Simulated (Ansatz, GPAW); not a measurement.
# A 11-layer slab of Sr(110): work function by functional and basis, part 2 of 4

Wanted: work functions and dipole of a 11-layer slab of Sr(110), with the cost of each level.

GPAW 26.7.0 and Ansatz 0.2.0; Ansatz plane waves; slab in vacuum with a dipole correction, relaxation (the session's first sound run).

So far, upper work function (eV): step 2 (relaxation) 2.59.

**3. The slab's potential**

With the geometry fixed, the planar mean of the potential gives the vacuum level on each side.

This step: GPAW, PAW setups; slab in vacuum (GPAW 26.7.0).

The input, run.py:

```python
import json
import numpy as np
from ase import Atoms
from gpaw import GPAW, PW

slab = Atoms(
    ['Sr', 'Sr', 'Sr', 'Sr', 'Sr', 'Sr', 'Sr', 'Sr', 'Sr', 'Sr', 'Sr'],
    positions=[
        [0.00000, 0.00000, 8.00000],
        [3.04000, 2.14960, 10.14960],
        [0.00000, 0.00000, 12.29921],
        [3.04000, 2.14960, 14.44881],
        [0.00000, 0.00000, 16.59842],
        [3.04000, 2.14960, 18.72044],
        [0.00000, 0.00000, 20.85034],
        [3.04000, 2.14960, 22.97439],
        [0.00000, 0.00000, 25.12953],
        [3.04000, 2.14960, 27.21470],
        [0.00000, 0.00000, 29.30367]],
    cell=[[6.08, 0.0, 0.0], [0.0, 4.29921, 0.0], [0.0, 0.0, 37.49605]],
    pbc=[True, True, False])

slab.calc = GPAW(mode=PW(400), xc='PBE', kpts={'size': (5, 7, 1), 'gamma': True},
                 occupations={'name': 'fermi-dirac', 'width': 0.1}, nbands='160%',
                 convergence={'density': 1e-05}, maxiter=200,
                 poissonsolver={'dipolelayer': 'xy'},
                 symmetry={'tolerance': 1e-3}, txt='slab.txt')
result = {}
energy = slab.get_potential_energy()
fermi = slab.calc.get_fermi_level()
v = slab.calc.get_electrostatic_potential().mean((0, 1)) - fermi
n = slab.calc.get_pseudo_density().mean((0, 1))
L = slab.cell[2, 2]
z = np.arange(len(v)) * L / len(v)
low, high = slab.positions[:, 2].min(), slab.positions[:, 2].max()
below, above = np.interp([low - 5.8, high + 5.8], z, v)
slopes = [np.interp(x, z, np.gradient(v, z)) for x in (low - 5.8, high + 5.8)]
eps = np.array([[slab.calc.get_eigenvalues(k, s) for k in range(len(slab.calc.get_ibz_k_points()))]
                for s in range(slab.calc.get_number_of_spins())]) - fermi
top, bottom = eps[eps < 0].max(), eps[eps > 0].min()
dipole = slab.get_dipole_moment()[2]
print(f'energy {energy:.4f} eV, Fermi level {fermi:.4f} eV, dipole {dipole:.5f} e A')
print(f'potential 5.8 A off the faces, from the Fermi level: lower {below:.4f} eV, upper {above:.4f} eV')
print(f'slope of the potential there: lower {slopes[0]:.5f}, upper {slopes[1]:.5f} eV/A')
print(f'nearest levels on the mesh: {top:.4f} and {bottom:.4f} eV')
print('magnetic moment', round(slab.get_magnetic_moment(), 3))
result.update(energy=energy, fermi=fermi, dipole=dipole, below=below, above=above, slopes=slopes, edges=[top, bottom],
              z=z.tolist(), v=v.tolist(), n=n.tolist(), positions=slab.positions.tolist(),
              forces=slab.get_forces(apply_constraint=False).tolist(), moments=slab.get_magnetic_moments().tolist())
json.dump(result, open('result.json', 'w'))
```

On the command line:

```
OMP_NUM_THREADS=1 OPENBLAS_NUM_THREADS=1 python run.py
```

The program printed:

```text
energy -17.0263 eV, Fermi level 1.2611 eV, dipole -0.00026 e A
potential 5.8 A off the faces, from the Fermi level: lower 2.5952 eV, upper 2.5971 eV
slope of the potential there: lower -0.00104, upper 0.00102 eV/A
nearest levels on the mesh: -0.0080 and 0.0101 eV
magnetic moment 0.0
```

Run time: 50 min. Hardware: 1 thread of Arm Neoverse N1, shared host; peak memory 0.72 GiB.

This step gave:

```
dipole along the normal                    : -2.62e-4 e·Å
levels nearest the Fermi level on the mesh : -0.008019, 0.01013 eV from the Fermi level
upper work function                        : 2.597 eV
lower work function                        : 2.595 eV
```

The electrostatic potential energy of an electron (without an applied field's), less the Fermi level, planar mean oscillates, so the rows of the table below give means over windows of 2.14 Å about each position, cut where the curve ends. Its maxima inside the range that stand out by 2 % of the span (Å: eV): 9.1: -0.953, 11.2: -0.820, 13.4: -0.842, 15.5: -0.836, 17.7: -0.931, 19.7: -0.930, 22.0: -0.947, 24.1: -0.822, 26.1: -1.04, 28.3: -1.17. Its minima: 8.0: -7.07, 10.2: -6.76, 12.2: -6.70, 14.5: -6.84, 16.6: -6.85, 18.7: -6.85, 20.9: -6.83, 22.9: -6.81, 25.2: -6.83, 27.2: -6.81, 29.2: -7.07.

Table of electrostatic potential energy of an electron (without an applied field's), less the Fermi level, planar mean by z; means over each step:

z (Å), electrostatic potential energy of an electron (without an applied field's), less the Fermi level, planar mean (eV) and a bar from the least value:
```
     1.07       2.60 ##############################
     3.21       2.59 ##############################
     5.35       2.33 #############################
     7.49      -2.72 #####
     9.63      -3.47 #
    11.77      -3.41 #
    13.91      -3.42 #
    16.05      -3.43 #
    18.19      -3.49 #
    20.33      -3.47 #
    22.47      -3.47 #
    24.61      -3.43 #
    26.75      -3.53 #
    28.89      -3.68 
    31.03       1.40 ########################
    33.17       2.56 ##############################
    35.31       2.60 ##############################
```

The pseudo valence density, planar mean oscillates, so the rows of the table below give means over windows of 2.14 Å about each position, cut where the curve ends. Its maxima inside the range that stand out by 2 % of the span (Å: e/Å³): 7.9: 0.298, 10.1: 0.306, 12.2: 0.303, 14.4: 0.303, 16.5: 0.302, 18.6: 0.305, 20.8: 0.307, 22.9: 0.308, 25.1: 0.307, 27.2: 0.313, 29.4: 0.301. Its minima: 9.0: 0.0768, 11.1: 0.0771, 13.3: 0.0777, 15.4: 0.0782, 17.6: 0.0807, 19.7: 0.0790, 21.9: 0.0787, 24.0: 0.0757, 26.1: 0.0819, 28.3: 0.0818.

The pseudo valence density, planar mean by z; means over each step:

```
z (Å)  pseudo valence density, planar mean (e/Å³)
 1.07                                      2.4e-6
 3.21                                      1.2e-4
 5.35                                     0.00380
 7.49                                       0.149
 9.63                                       0.179
11.77                                       0.178
13.91                                       0.178
16.05                                       0.178
18.19                                       0.180
20.33                                       0.180
22.47                                       0.180
24.61                                       0.178
26.75                                       0.183
28.89                                       0.177
31.03                                      0.0229
33.17                                      5.7e-4
35.31                                      1.3e-5
```

Force by atom:

```
atom  x (eV/Å)  y (eV/Å)  z (eV/Å)    size
 Sr1    0.0000    0.0000    0.0629  0.0629
 Sr2    0.0000    0.0000    0.0168  0.0168
 Sr3    0.0000    0.0000   -0.0618  0.0618
 Sr4    0.0000    0.0000   -0.0055  0.0055
 Sr5    0.0000    0.0000   -0.0268  0.0268
 Sr6    0.0000    0.0000   -0.0015  0.0015
 Sr7    0.0000    0.0000    0.0029  0.0029
 Sr8    0.0000    0.0000    0.0018  0.0018
 Sr9    0.0000    0.0000   -0.0063  0.0063
Sr10    0.0000    0.0000    0.0022  0.0022
Sr11    0.0000    0.0000    0.0138  0.0138
```

The potential is flat to 0.001 eV/Å where it is read, so the vacuum is wide enough. The geometry is the other program's minimum; here the largest force on a free atom is 0.014 eV/Å.

**4. OptPBE vdW: xc = "optPBE-vdW"**

The same geometry under optPBE-vdW, to see how far the functional moves the levels against the vacuum (the van der Waals functionals take revPBE setups).

Changes to run.py since step 3:

```diff
@@ -22,3 +22,3 @@
 
-slab.calc = GPAW(mode=PW(400), xc='PBE', kpts={'size': (5, 7, 1), 'gamma': True},
+slab.calc = GPAW(mode=PW(400), xc='optPBE-vdW', kpts={'size': (5, 7, 1), 'gamma': True},
                  occupations={'name': 'fermi-dirac', 'width': 0.1}, nbands='160%',
```

The program printed:

```text
energy -156.7974 eV, Fermi level 1.1976 eV, dipole -0.00053 e A
potential 5.8 A off the faces, from the Fermi level: lower 2.7458 eV, upper 2.7495 eV
slope of the potential there: lower -0.00237, upper 0.00239 eV/A
nearest levels on the mesh: -0.0638 and 0.0010 eV
magnetic moment 0.0
```

The job ended after 40 min (1 thread; peak memory 1.2 GiB).

This step gave:

* dipole along the normal: -5.27e-4 e·Å
* levels nearest the Fermi level on the mesh: -0.06376, 0.001043 eV from the Fermi level
* upper work function: 2.749 eV
* lower work function: 2.746 eV

The electrostatic potential energy of an electron (without an applied field's), less the Fermi level, planar mean oscillates, so the rows of the table below give means over windows of 2.14 Å about each position, cut where the curve ends. Its maxima inside the range that stand out by 2 % of the span (Å: eV): 9.1: -0.939, 11.2: -0.801, 13.4: -0.814, 15.5: -0.810, 17.7: -0.904, 19.7: -0.903, 22.0: -0.919, 24.1: -0.793, 26.1: -1.02, 28.3: -1.16. Its minima: 8.0: -7.06, 10.2: -6.74, 12.2: -6.66, 14.5: -6.81, 16.6: -6.82, 18.7: -6.81, 20.9: -6.79, 22.9: -6.77, 25.2: -6.79, 27.2: -6.80, 29.2: -7.05.

Table of electrostatic potential energy of an electron (without an applied field's), less the Fermi level, planar mean by z; means over each step:

```
z (Å)  electrostatic potential energy of an electron (without an applied field's), less the Fermi level, planar mean (eV)
 1.07                                                                                                                2.75
 3.21                                                                                                                2.74
 5.35                                                                                                                2.43
 7.49                                                                                                               -2.69
 9.63                                                                                                               -3.45
11.77                                                                                                               -3.39
13.91                                                                                                               -3.39
16.05                                                                                                               -3.40
18.19                                                                                                               -3.46
20.33                                                                                                               -3.44
22.47                                                                                                               -3.44
24.61                                                                                                               -3.40
26.75                                                                                                               -3.51
28.89                                                                                                               -3.66
31.03                                                                                                                1.47
33.17                                                                                                                2.70
35.31                                                                                                                2.75
```

The pseudo valence density, planar mean oscillates, so the rows of the table below give means over windows of 2.14 Å about each position, cut where the curve ends. Its maxima inside the range that stand out by 2 % of the span (Å: e/Å³): 7.9: 0.298, 10.1: 0.306, 12.2: 0.303, 14.4: 0.303, 16.5: 0.302, 18.6: 0.305, 20.8: 0.307, 22.9: 0.308, 25.1: 0.307, 27.2: 0.313, 29.4: 0.301. Its minima: 9.0: 0.0768, 11.1: 0.0770, 13.3: 0.0776, 15.4: 0.0781, 17.6: 0.0806, 19.7: 0.0789, 21.9: 0.0785, 24.0: 0.0756, 26.1: 0.0818, 28.3: 0.0818.

Table of pseudo valence density, planar mean by z; means over each step:

```
z (Å)  pseudo valence density, planar mean (e/Å³)
 1.07                                      5.5e-6
 3.21                                      1.6e-4
 5.35                                     0.00388
 7.49                                       0.149
 9.63                                       0.179
11.77                                       0.178
13.91                                       0.178
16.05                                       0.178
18.19                                       0.180
20.33                                       0.180
22.47                                       0.180
24.61                                       0.178
26.75                                       0.183
28.89                                       0.177
31.03                                      0.0229
33.17                                      6.5e-4
35.31                                      2.5e-5
```

Force by atom:

```
atom  x (eV/Å)  y (eV/Å)  z (eV/Å)    size
 Sr1    0.0000    0.0000    0.0632  0.0632
 Sr2    0.0000    0.0000    0.0377  0.0377
 Sr3    0.0000    0.0000   -0.0530  0.0530
 Sr4    0.0000    0.0000   -0.0058  0.0058
 Sr5    0.0000    0.0000   -0.0260  0.0260
 Sr6    0.0000    0.0000   -0.0007  0.0007
 Sr7    0.0000    0.0000    0.0038  0.0038
 Sr8    0.0000    0.0000    0.0030  0.0030
 Sr9    0.0000    0.0000   -0.0137  0.0137
Sr10    0.0000    0.0000   -0.0189  0.0189
Sr11    0.0000    0.0000    0.0117  0.0117
```

The upper face's work function is 2.749 eV, against 2.597 eV in the first plane-wave PBE run at this geometry.

**5. Self-consistent run: xc = "RPBE"**

The same geometry under RPBE, to see how far the functional moves the levels against the vacuum.

Changes to run.py since step 4:

```diff
@@ -22,3 +22,3 @@
 
-slab.calc = GPAW(mode=PW(400), xc='optPBE-vdW', kpts={'size': (5, 7, 1), 'gamma': True},
+slab.calc = GPAW(mode=PW(400), xc='RPBE', kpts={'size': (5, 7, 1), 'gamma': True},
                  occupations={'name': 'fermi-dirac', 'width': 0.1}, nbands='160%',
```

The program printed:

```text
energy -15.1291 eV, Fermi level 1.3520 eV, dipole -0.00025 e A
potential 5.8 A off the faces, from the Fermi level: lower 2.5175 eV, upper 2.5194 eV
slope of the potential there: lower -0.00126, upper 0.00125 eV/A
nearest levels on the mesh: -0.0020 and 0.0080 eV
magnetic moment 0.0
```

Elapsed: 44 min, on 1 thread; peak memory 0.72 GiB.

Numbers from this step:

```yaml
dipole_along_the_normal: -2.55e-4 e·Å
levels_nearest_the_fermi_level_on_the_mesh: -0.002046, 0.007998 eV from the Fermi level
upper_work_function: 2.519 eV
lower_work_function: 2.518 eV
```

The electrostatic potential energy of an electron (without an applied field's), less the Fermi level, planar mean oscillates, so the rows of the table below give means over windows of 2.14 Å about each position, cut where the curve ends. Its maxima inside the range that stand out by 2 % of the span (Å: eV): 9.1: -1.06, 11.2: -0.926, 13.4: -0.948, 15.5: -0.942, 17.7: -1.04, 19.7: -1.03, 22.0: -1.05, 24.1: -0.927, 26.1: -1.14, 28.3: -1.28. Its minima: 8.0: -7.16, 10.2: -6.85, 12.2: -6.79, 14.5: -6.94, 16.6: -6.95, 18.7: -6.94, 20.9: -6.92, 22.9: -6.90, 25.2: -6.92, 27.2: -6.91, 29.2: -7.15.

The electrostatic potential energy of an electron (without an applied field's), less the Fermi level, planar mean by z; means over each step:

```
z (Å)  electrostatic potential energy of an electron (without an applied field's), less the Fermi level, planar mean (eV)
 1.07                                                                                                                2.52
 3.21                                                                                                                2.51
 5.35                                                                                                                2.24
 7.49                                                                                                               -2.80
 9.63                                                                                                               -3.57
11.77                                                                                                               -3.51
13.91                                                                                                               -3.52
16.05                                                                                                               -3.53
18.19                                                                                                               -3.59
20.33                                                                                                               -3.56
22.47                                                                                                               -3.57
24.61                                                                                                               -3.53
26.75                                                                                                               -3.63
28.89                                                                                                               -3.77
31.03                                                                                                                1.32
33.17                                                                                                                2.48
35.31                                                                                                                2.52
```

The upper face's work function is 2.519 eV, against 2.597 eV in the first plane-wave PBE run at this geometry.

**6. Self-consistent run: xc = "revPBE"**

The same geometry under revPBE, to see how far the functional moves the levels against the vacuum.

Changes to run.py since step 5:

```diff
@@ -22,3 +22,3 @@
 
-slab.calc = GPAW(mode=PW(400), xc='RPBE', kpts={'size': (5, 7, 1), 'gamma': True},
+slab.calc = GPAW(mode=PW(400), xc='revPBE', kpts={'size': (5, 7, 1), 'gamma': True},
                  occupations={'name': 'fermi-dirac', 'width': 0.1}, nbands='160%',
```

The program printed:

```text
energy -15.3455 eV, Fermi level 1.3355 eV, dipole -0.00028 e A
potential 5.8 A off the faces, from the Fermi level: lower 2.5196 eV, upper 2.5216 eV
slope of the potential there: lower -0.00117, upper 0.00116 eV/A
nearest levels on the mesh: -0.0189 and 0.0011 eV
magnetic moment 0.0
```

Wall time 41 min (1 thread); peak memory 0.72 GiB.

This step gave:

```yaml
dipole_along_the_normal: -2.77e-4 e·Å
levels_nearest_the_fermi_level_on_the_mesh: -0.01889, 0.001095 eV from the Fermi level
upper_work_function: 2.522 eV
lower_work_function: 2.520 eV
```

The electrostatic potential energy of an electron (without an applied field's), less the Fermi level, planar mean oscillates, so the rows of the table below give means over windows of 2.14 Å about each position, cut where the curve ends. Its maxima inside the range that stand out by 2 % of the span (Å: eV): 9.1: -1.03, 11.2: -0.901, 13.4: -0.922, 15.5: -0.917, 17.7: -1.01, 19.7: -1.01, 22.0: -1.03, 24.1: -0.902, 26.1: -1.12, 28.3: -1.25. Its minima: 8.0: -7.14, 10.2: -6.83, 12.2: -6.77, 14.5: -6.91, 16.6: -6.93, 18.7: -6.92, 20.9: -6.90, 22.9: -6.88, 25.2: -6.90, 27.2: -6.88, 29.2: -7.13.

The electrostatic potential energy of an electron (without an applied field's), less the Fermi level, planar mean by z; means over each step:

z (Å), electrostatic potential energy of an electron (without an applied field's), less the Fermi level, planar mean (eV) and a bar from the least value:
```
     1.07       2.52 ##############################
     3.21       2.51 ##############################
     5.35       2.25 #############################
     7.49      -2.78 #####
     9.63      -3.54 #
    11.77      -3.49 #
    13.91      -3.50 #
    16.05      -3.51 #
    18.19      -3.57 #
    20.33      -3.54 #
    22.47      -3.55 #
    24.61      -3.51 #
    26.75      -3.60 #
    28.89      -3.75 
    31.03       1.33 ########################
    33.17       2.49 ##############################
    35.31       2.52 ##############################
```

The upper face's work function is 2.522 eV, against 2.597 eV in the first plane-wave PBE run at this geometry.

(Continued in part 3 of 4.)

[Logs are printed without paths, hosts, clocks, repeated set-up lines and the standing remarks that a program may print on its own settings, such as how far it seeks lower states.]

[Hosts, paths, dates, database ids (printed as entryN), source tags and the programs' standing remarks are cut or masked in the printed files.]
